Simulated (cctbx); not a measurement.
# A disordered crystal of nominal LiEuPb2

Cell a = 8.8690 Å, b = 4.3490 Å, c = 12.2290 Å, α = 90.00°, β = 90.00°, γ = 90.00°; space group Pnma (no. 62); nominal formula LiEuPb2.

The data are simulated with cctbx, not measured: Mo Kα, λ = 0.71073 Å, to d = 0.8 Å, 50 % of the full sphere, strongest reflection 40000 counts, noise from counting, a 2 % proportional error and a noise floor of 4 counts (s.d.); no absorption, and some extinction, which the refinements don't model.

With every site full:

```text
Rint 0.020, 537 unique reflections to 0.80 A
cycle     R1     wR2    GooF  max shift (A)
   1  0.0853  0.1868   8.810   0.01038
   3  0.0109  0.0238   1.125   0.00009
final R1 0.0109 wR2 0.0238 GooF 1.125  parameters 24  data/parameter 22.4
atom        x        y        z      Ueq    occ   su(xyz)  su(Uiso or U11)
Pb1    0.83430  0.75000  0.32200   0.0094  1.000  0.00003  0.0001
Pb2    0.76760  0.75000  0.93711   0.0088  1.000  0.00002  0.0001
Eu1    0.86697  0.75000  0.63311   0.0086  1.000  0.00003  0.0001
Li1    0.51054  0.75000  0.38507   0.0180  1.000  0.00124  0.0051
difference map: max 0.69 min -1.49 rms 0.26
Q1    0.0564  0.7500  0.0378    4    0.73  1.03 A from Li1
Q2    0.0426  0.5710  0.7401    8    0.66  1.93 A from Pb1
Q3    0.0553  0.6282  0.9532    8    0.64  1.93 A from Li1
Q4    0.1878  0.0879  0.7936    8    0.61  1.59 A from Pb1
Q5    0.0332  0.7500  0.6363    4    0.60  1.47 A from Eu1
Q6    0.2218  0.6344  0.1423    8    0.59  1.20 A from Pb1
```

With the occupancies of the suspect sites free, each still typed as its main element:

```text
Rint 0.020, 537 unique reflections to 0.80 A
cycle     R1     wR2    GooF  max shift (A)
   1  0.0320  0.0761   3.595   0.00020
   2  0.0109  0.0238   1.126   0.00015
final R1 0.0109 wR2 0.0238 GooF 1.126  parameters 25  data/parameter 21.5
atom        x        y        z      Ueq    occ   su(xyz)  su(Uiso or U11)
Pb1    0.83430  0.75000  0.32200   0.0094  1.000  0.00003  0.0001
Pb2    0.76760  0.75000  0.93711   0.0088  1.000  0.00002  0.0001
Eu1    0.86697  0.75000  0.63311   0.0086  1.000  0.00003  0.0001
Li1    0.51054  0.75000  0.38507   0.0180  1.000  0.00124  0.0064
su of occupancy Li1: 0.067
difference map: max 0.69 min -1.49 rms 0.26
Q1    0.0564  0.7500  0.0378    4    0.73  1.03 A from Li1
Q2    0.0426  0.5710  0.7401    8    0.66  1.93 A from Pb1
Q3    0.0553  0.6282  0.9532    8    0.64  1.93 A from Li1
Q4    0.1878  0.0879  0.7936    8    0.61  1.59 A from Pb1
Q5    0.0332  0.7500  0.6363    4    0.60  1.47 A from Eu1
Q6    0.2218  0.6344  0.1423    8    0.59  1.20 A from Pb1
```

**Question.** What is the disorder?

X-rays count electrons. Li1 refines to 1.000(0.067), or 3.0 electrons; the site truly holds 0.94 Li, 2.8 electrons, which is 0.940 of Li. All are within 3 s.u. of full, so these data don't show the disorder. Occupancy correlates with U and the scale, so the match is approximate.

Freeing them takes R1 from 0.0109 to 0.0109 and GooF from 1.12 to 1.13.

The model was made for the exercise: a known structure type with other elements put in, its volume estimated, not relaxed; displacement parameters are assumed.

[Middle refinement cycles are left out of these outputs.]

[Logs are printed without paths, hosts, clocks, repeated set-up lines and the standing remarks that a program may print on its own settings, such as how far it seeks lower states.]
